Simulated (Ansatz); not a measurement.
## What AlPt3N (built on the InNi3N structure) distorts into

Wanted: the energy along a soft mode of AlPt3N (built on the InNi3N structure) and the structure at the end.

Program: Ansatz 0.2.0. Level of theory: DFT RPBE, scalar-relativistic, plane waves, PAW. Values are calculated unless marked as measured.

Report form: inputs, costs, results and the conclusion, without the logs.

The structure was built from a prototype and need not be the compound's stable phase.

## 1. The system as given

It takes space group Pm-3m (No. 221, cubic). Conventional cell: a = 4.209 Å, b = 4.209 Å, c = 4.209 Å, α = 90.00°, β = 90.00°, γ = 90.00°. Al has 12 Pt at 2.98 Å nearest. Pt has 2 N at 2.10 Å nearest. N has 6 Pt at 2.10 Å nearest. Farther neighbours, and contacts between anions beyond the nearest, are not listed.

## 2. The dispersion

Stability and thermal properties need the whole zone. Linear response on a 4×4×4 q mesh gives force constants as far as a supercell of that size would.

File input.yaml:

```yaml
crystal:
  lattice:
    - [4.2086436197, 0.0, 0.0]
    - [0.0, 4.2086436197, 0.0]
    - [0.0, 0.0, 4.2086436197]
  atoms:
    - { symbol: Al, position: [0.0, 0.0, 0.0] }
    - { symbol: Pt, position: [0.5, 0.5, 0.0] }
    - { symbol: Pt, position: [0.5, 0.0, 0.5] }
    - { symbol: Pt, position: [0.0, 0.5, 0.5] }
    - { symbol: "N", position: [0.5, 0.5, 0.5] }
kpoints:
  mp_grid: { grid: [8, 8, 8] }
hamiltonian:
  xc: rpbe
scf:
  occupations: { method: methfessel_paxton, width: 0.2 }
output:
  eigenvalues: true
phonons:
  method: dfpt
  qmesh: [4, 4, 4]
  temperatures: { t_max: 1000, t_step: 50 }
  qpath:
    path:
      - [[0.0, 0.0, 0.0], [0.0, 0.5, 0.0], [0.5, 0.5, 0.0], [0.0, 0.0, 0.0], [0.5, 0.5, 0.5], [0.0, 0.5, 0.0]]
      - [[0.5, 0.5, 0.5], [0.5, 0.5, 0.0]]
    npoints: 10
```

Launch:

```bash
ansatz run input.yaml --threads 8 --pin off --max-ram 14336MiB --backend cpu --events-out ev --progress --plain --runs-dir out
```

It took 8.5 min on 8 threads of Arm Neoverse V2, shared host; peak memory 3.2 GiB; 65 min of CPU time.

Read from the output:

* volume per atom: 14.91 Å³
* gap on the k-mesh: 0 eV
* sum-rule residual before enforcement: 5.60e-5 eV/Å²
* lowest frequency on the path: -139.7 cm⁻¹
* point group: m-3m
* highest frequency on path, mesh or solved points: 513.3 cm⁻¹
* highest optical mode at the zone centre (no LO-TO term): 271.2 cm⁻¹
* lowest optical zone-centre mode: -139.7 cm⁻¹
* lowest mode on the q mesh (acoustic modes at Γ apart): -139.7 cm⁻¹

Frequencies (cm⁻¹) solved at each irreducible wavevector; negative means imaginary. Frequencies by wavevector, by row:

| q in reciprocal lattice units | star | mode 1 | mode 2 | mode 3 | mode 4 | mode 13 | mode 14 | mode 15 |
| --- | --- | --- | --- | --- | --- | --- | --- | --- |
| 0 0 0 | 1 | -139.7 | -139.7 | -139.7 | -96.3 | 271.2 | 271.2 | 271.2 |
| 0 0 0.25 | 6 | -126.5 | -126.5 | -86.1 | -86.1 | 279.7 | 279.7 | 400.6 |
| 0 0 -0.5 | 3 | -105.7 | -105.7 | -83.4 | -69.5 | 290 | 290 | 513.3 |
| 0 0.25 0.25 | 12 | -109.2 | -88.9 | -83.9 | -69.7 | 288.6 | 394.8 | 395.5 |
| 0 0.25 -0.5 | 12 | -93.8 | -81.8 | -67.8 | -65.5 | 299.5 | 385.1 | 503.1 |
| 0 -0.5 -0.5 | 3 | -73.5 | -67.7 | -67.7 | -67.5 | 308 | 492 | 492 |
| 0.25 0.25 0.25 | 8 | -93.1 | -84.5 | -84.5 | -49.8 | 383.5 | 383.5 | 394.7 |
| 0.25 0.25 -0.5 | 12 | -86.8 | -82.3 | -63.3 | -25.8 | 372.7 | 384.4 | 497.7 |
| 0.25 -0.5 -0.5 | 6 | -73 | -73 | -66.7 | 32.3 | 380.6 | 492.8 | 492.8 |
| -0.5 -0.5 -0.5 | 1 | -65.7 | -65.7 | -65.7 | -27.9 | 489.4 | 489.4 | 489.4 |

Interpolated from a 4×4×4 q mesh. Phonon branches along the path, in cm⁻¹:

```csv
point,branch 1,branch 2,branch 3,branch 4,branch 12,branch 13,branch 14,branch 15
Γ,-140,-140,-140,-96,62,271,271,271
halfway,-126,-126,-86,-86,125,280,280,401
X,-106,-106,-83,-70,159,290,290,513
halfway,-94,-82,-68,-66,159,300,385,503
M,-74,-68,-68,-68,162,308,492,492
halfway,-109,-89,-84,-70,142,289,395,396
Γ,-140,-140,-140,-96,62,271,271,271
halfway,-93,-84,-84,-50,156,384,384,395
R,-66,-66,-66,-28,190,489,489,489
halfway,-87,-82,-63,-26,166,373,384,498
X,-106,-106,-83,-70,159,290,290,513
jump to R,-66,-66,-66,-28,190,489,489,489
halfway,-73,-73,-67,32,177,381,493,493
M,-74,-68,-68,-68,162,308,492,492
```

Symmetry leaves 10 wavevectors to solve. The lowest mode among them, the acoustic zeros apart, lies at Γ and is imaginary, 139.7i cm⁻¹, so the energy falls along it.

## 3. The mode frozen in, largest atomic shift 0 Å

The mode followed lies at q = (0, 0, -0.5) with frequency 105.7i cm⁻¹ and is 2-fold degenerate, one of the unstable modes though not the softest. At small amplitude the pattern taken leaves space group no. 63 by a symmetry search on the positions. The undistorted cell that holds it gives the zero of energy on the same k mesh.

System of this step: AlPt3N (built on the InNi3N structure). Symmetry: Pm-3m, No. 221, cubic system. Conventional cell: a = 4.209 Å, b = 4.209 Å, c = 4.209 Å, α = 90.00°, β = 90.00°, γ = 90.00°. Nearest to Al lie 12 Pt at 2.98 Å. Pt has 2 N at 2.10 Å nearest. Nearest to Pt lie 2 N at 2.10 Å. Nearest to N lie 6 Pt at 2.10 Å. Farther neighbours, and contacts between anions beyond the nearest, are not listed.

File input.yaml:

```yaml
crystal:
  lattice:
    - [4.2086436197, 0.0, 0.0]
    - [0.0, 4.2086436197, 0.0]
    - [0.0, 0.0, 8.4172872394]
  atoms:
    - { symbol: Al, position: [0.0, 0.0, 0.0] }
    - { symbol: Al, position: [0.0, 0.0, 0.5] }
    - { symbol: Pt, position: [0.5, 0.5, 0.5] }
    - { symbol: Pt, position: [0.5, 0.5, 0.0] }
    - { symbol: Pt, position: [0.5, 0.0, 0.25] }
    - { symbol: Pt, position: [0.5, 0.0, 0.75] }
    - { symbol: Pt, position: [0.0, 0.5, 0.25] }
    - { symbol: Pt, position: [0.0, 0.5, 0.75] }
    - { symbol: "N", position: [0.5, 0.5, 0.25] }
    - { symbol: "N", position: [0.5, 0.5, 0.75] }
kpoints:
  mp_grid: { grid: [8, 8, 4] }
hamiltonian:
  xc: rpbe
scf:
  occupations: { method: methfessel_paxton, width: 0.2 }
output:
  forces: true
  stress: true
  eigenvalues: true
```

The job ended after 3.4 s (8 threads; peak memory 0.93 GiB; 24 s of CPU time).

Read from the output:

```
pressure                         : -2.83e-4 GPa
energy from the undistorted cell : 0 meV/atom
```

The run ends at a pressure of 0.00 GPa.

## 4. The mode frozen in, largest atomic shift 0.14 Å

The atoms are moved along the unstable eigenvector, the largest shift by 0.14 Å, with the cell fixed.

input.yaml, the sections that differ from step 3:

```yaml
crystal:
  lattice:
    - [4.2086436197, 0.0, 0.0]
    - [0.0, 4.2086436197, 0.0]
    - [0.0, 0.0, 8.4172872394]
  atoms:
    - { symbol: Al, position: [0.0, 0.0, 0.0] }
    - { symbol: Al, position: [0.0, 0.0, 0.5] }
    - { symbol: Pt, position: [0.5, 0.5, 0.5] }
    - { symbol: Pt, position: [0.5, 0.5, 0.0] }
    - { symbol: Pt, position: [0.5136102051, 0.0051960638, 0.25] }
    - { symbol: Pt, position: [0.4863897949, -0.0051960638, 0.75] }
    - { symbol: Pt, position: [-0.0051960638, 0.4863897949, 0.25] }
    - { symbol: Pt, position: [0.0051960638, 0.5136102051, 0.75] }
    - { symbol: "N", position: [0.476478182, 0.523521818, 0.25] }
    - { symbol: "N", position: [0.523521818, 0.476478182, 0.75] }
# kpoints, hamiltonian, scf, output: as in step 3
```

The job ended after 4.5 s (8 threads; peak memory 1 GiB; 33 s of CPU time).

Read from the output:

| Item | Value |
| --- | --- |
| pressure | 0.2950 GPa |
| energy from the undistorted cell | -4.677 meV/atom |

The energy, extrapolated to zero smearing, is -4.68 meV/atom against the undistorted cell.

The run ends at a pressure of 0.29 GPa, with forces up to 0.39 eV/Å.

## 5. Energy along the mode, all amplitudes (two of the runs are shown above)

An imaginary frequency means negative curvature, so the energy should fall and then rise again as anharmonic terms take over.

This step gave:

- depth at the lowest point sampled: 4.677 meV/atom
- largest atomic shift at that point: 0.14 Å

Energy from the parent against largest atomic shift:

```
largest atomic shift (Å)  energy from the parent (meV/atom)
                   0.000                                  0
                   0.040                             -0.556
                   0.080                              -2.04
                   0.140                              -4.68
                   0.220                              -4.43
                   0.320                               8.99
```

Displacement at unit largest shift by atom:

```csv
atom,x (Å),y (Å),z (Å),size
Al1,0.000,0.000,0.000,0.000
Al2,0.000,0.000,0.000,0.000
Pt3,0.000,0.000,0.000,0.000
Pt4,0.000,0.000,0.000,0.000
Pt5,0.409,0.156,0.000,0.438
Pt6,-0.409,-0.156,0.000,0.438
Pt7,-0.156,-0.409,0.000,0.438
Pt8,0.156,0.409,0.000,0.438
N9,-0.707,0.707,0.000,1.000
N10,0.707,-0.707,0.000,1.000
```

The lowest step is at 0.14 Å, 4.68 meV/atom below the parent, and the energy rises beyond it.

## 6. Relaxation from the frozen mode

Starting from the lowest point found, all atoms and the cell are let go, so that strain and other modes of the same symmetry can join in.

Edit input.yaml of step 4 so:

```diff
@@ -26 +26,6 @@
   eigenvalues: true
+relax:
+  adjacent_minimum: "off"
+  f_tol: 0.002
+  max_steps: 120
+  cell: { stress_tol: 0.03 }
```

The job ended after 98 s (8 threads; peak memory 1.1 GiB).

Relaxation path:

```
step  energy less that of the first step (eV)  largest force component (eV/Å)  pressure (GPa)  volume (Å³)
   1                                   0.0000                          0.3240            0.29       149.09
   2                                  -0.1185                          0.4076            0.11       149.23
   3                                  -0.3840                          0.5193            0.09       149.49
   4                                  -0.8937                          0.3347            0.94       149.49
   5                                  -1.3401                          0.4319            1.02       150.63
   6                                  -1.5239                          0.2245            0.71       152.02
   7                                  -1.5454                          0.1245           -2.55       154.68
   8                                  -1.5784                          0.0667            0.69       151.37
   9                                  -1.5815                          0.0425            0.58       151.35
  10                                  -1.5857                          0.0190           -0.11       151.89
  11                                  -1.5873                          0.0052           -0.02       151.95
  12                                  -1.5873                          0.0064            0.00       151.95
  13                                  -1.5873                          0.0003            0.00       151.96
 14*                                  -1.6289                          0.0069            0.38       151.96
  15                                  -1.6360                          0.0087            0.42       152.18
  16                                  -1.6368                          0.0155            0.16       152.67
  17                                  -1.6368                          0.0049           -0.07       152.80
  18                                  -1.6369                          0.0001            0.00       152.74
 19*                                  -1.6377                          0.0001            0.00       152.74
```

Relaxation steps marked * repeat the geometry before them on a plane-wave basis chosen anew for their cell, so energy and pressure can jump there.

Forces are held to the 8 operations that the program found; a distortion that breaks them can't arise in this run.

| cell as run | before | after | change |
| --- | --- | --- | --- |
| a (Å) | 4.209 | 4.416 | +4.9 % |
| b (Å) | 4.209 | 4.416 | +4.9 % |
| c (Å) | 8.417 | 8.020 | -4.7 % |
| γ (°) | 90.00 | 77.63 | -13.7 % |
| volume (Å³/atom) | 14.91 | 15.27 | +2.4 % |

The atoms that moved most (Å, as changes of fractional coordinates times the final cell):

```
atom      dx      dy     dz  length
 Pt7   0.333  -0.688  0.000   0.764
 Pt6  -0.688   0.333  0.000   0.764
 Pt5   0.688  -0.333  0.000   0.764
 Pt8  -0.333   0.688  0.000   0.764
  N9   0.414  -0.414  0.000   0.585
 N10  -0.414   0.414  0.000   0.585
```

The relaxed structure:

```xyz
10
Lattice="4.3900 0.4759 0.0000 0.4759 4.3900 0.0000 0.0000 0.0000 8.0199" Properties=species:S:1:pos:R:3 pbc="T T T"
Al    0.0000    0.0000    0.0000
Al    0.0000    0.0000    4.0100
Pt    2.4330    2.4330    4.0100
Pt    2.4330    2.4330    0.0000
Pt    2.9451   -0.0656    2.0050
Pt    1.4449    0.5415    6.0149
Pt    0.5415    1.4449    2.0050
Pt   -0.0656    2.9451    6.0149
N     2.7548    2.1112    2.0050
N     2.1112    2.7548    6.0149
```

Numbers from this step:

| Quantity | Value |
| --- | --- |
| pressure | 0.002954 GPa |
| volume per atom | 15.27 Å³ |

The distorted start has space group Cmcm; the relaxation ends in Cmcm.

## 7. What came out

```yaml
unstable_mode_of_the_parent: q = (0, 0, -0.5), 106i cm⁻¹
depth_at_the_lowest_point_sampled: 4.68 meV/atom
largest_atomic_shift_at_that_point: 0.14 Å
space_group_reached: Cmcm
energy_gained_over_the_parent_first_relaxation_on_the_mesh_of_the_frozen_mode: 168 meV/atom
volume_per_atom_phase_reached: 15.3 Å³
```

Along this mode the structure falls into Cmcm, 168 meV/atom below the parent. At the parent's cell the well is 4.677 meV/atom deep on the steps tried, with its lowest point at a shift of 0.14 Å. Relaxing atoms and cell changes the gain by +163.79 meV/atom against the lowest step (energies at zero smearing). Most of the total comes from this relaxation. The modes of the phase reached were not computed. Of the 6 patterns followed from this parent, this one ends 192 meV/atom above the lowest, Pmma. Each path keeps the symmetry of its pattern, so a lower phase may lie along a pattern not tried. With no gap, or one that is small against the smearing, the frequencies hang on the k mesh and the smearing, most of all near Kohn anomalies. Spin-orbit coupling is left out, which can matter for the heavy elements here. The starting cell was built on a prototype and not taken from a measurement, so the phase need not exist.

[Long decimals in the printed logs are rounded to 6 places.]

[Logs are printed without paths, hosts, clocks, repeated set-up lines and the standing remarks that a program may print on its own settings, such as how far it seeks lower states.]

[Hosts, paths, dates, database ids (printed as entryN), source tags and the programs' standing remarks are cut or masked in the printed files.]

[Where the starting crystal was built by hand or by swapping elements, it need not be the compound's stable phase.]
